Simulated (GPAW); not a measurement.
BaTiO3 (P4mm): refractive index against wavelength

The refractive index of BaTiO3 (P4mm) along x below the direct gap (2.00 eV on the mesh) is read from one computed spectrum, n = √(Re ε). x, y and z are the Cartesian axes of the input cell.

Cell: a, b, c = 4.000, 4.000, 4.018 Å (primitive vectors), 5 atoms.

Method: GPAW 26.7.0, LDA, RPA, k-mesh 8×8×8, local fields up to 50 eV, Lorentzian half width 0.15 eV.

Launch of the response step: `OMP_NUM_THREADS=1 python df.py`. The run took 4.8 min, its band step included, on 1 thread of Arm Neoverse V2, on a shared host.

```
wavelength (nm)  photon energy E (eV)       n
           3000                 0.413  2.4937
           2000                 0.620  2.5040
           1550                 0.800  2.5169
           1310                 0.946  2.5304
           1064                 1.165       ?
```

In the single-oscillator model n² − 1 = E₀E_d/(E₀² − E²), so 1/(n² − 1) = E₀/E_d − E²/(E₀E_d) is linear in E².

Working, on the rows shown:

| x = E² (eV²) | y = 1/(n² − 1) |
| --- | --- |
| 0.170801 | 0.191624 |
| 0.384302 | 0.189753 |
| 0.639837 | 0.187449 |
| 0.895757 | 0.185085 |

Means: x̄ = 0.52267, ȳ = 0.18848. Σ(x − x̄)(y − ȳ) = -0.00267, Σ(x − x̄)² = 0.2959. Slope = -0.00267 / 0.2959 = -0.009024; intercept = ȳ − slope · x̄ = 0.19319. Turned back into n, the line misses the rows shown by at most 0.00016.

Task: What does the fit predict for the withheld row, and how well does it do?

Result: At x = 1.3578 the line gives y = 0.18094, that is 2.5547. The run gave 2.5565, so the extrapolation is off by 0.0018, 3 % of the range in the table.

Refitted with all rows, the slope is -0.009255 and the intercept 0.19329. These give E₀ = √(intercept/−slope) = 4.57 eV and E_d = E₀/intercept = 23.6 eV; E₀ is 2.3 times the direct gap. The electronic limit at long wavelengths, without lattice vibrations, is n = √(1 + 1/intercept) = 2.485. The cell comes from an older database entry, whose edges can be off by a per cent or so. Excitons are left out; LDA gaps are as a rule too small. The values come from a sum over the points of one k-mesh and carry its error, which grows as the direct gap shrinks. This version of GPAW has incomplete matrix elements in the optical limit, which can lower ε − 1 by up to a tenth where first-row anions or d states rule. Spin-orbit coupling is left out.

[Logs are printed without paths, hosts, clocks, repeated set-up lines and the standing remarks that a program may print on its own settings, such as how far it seeks lower states.]
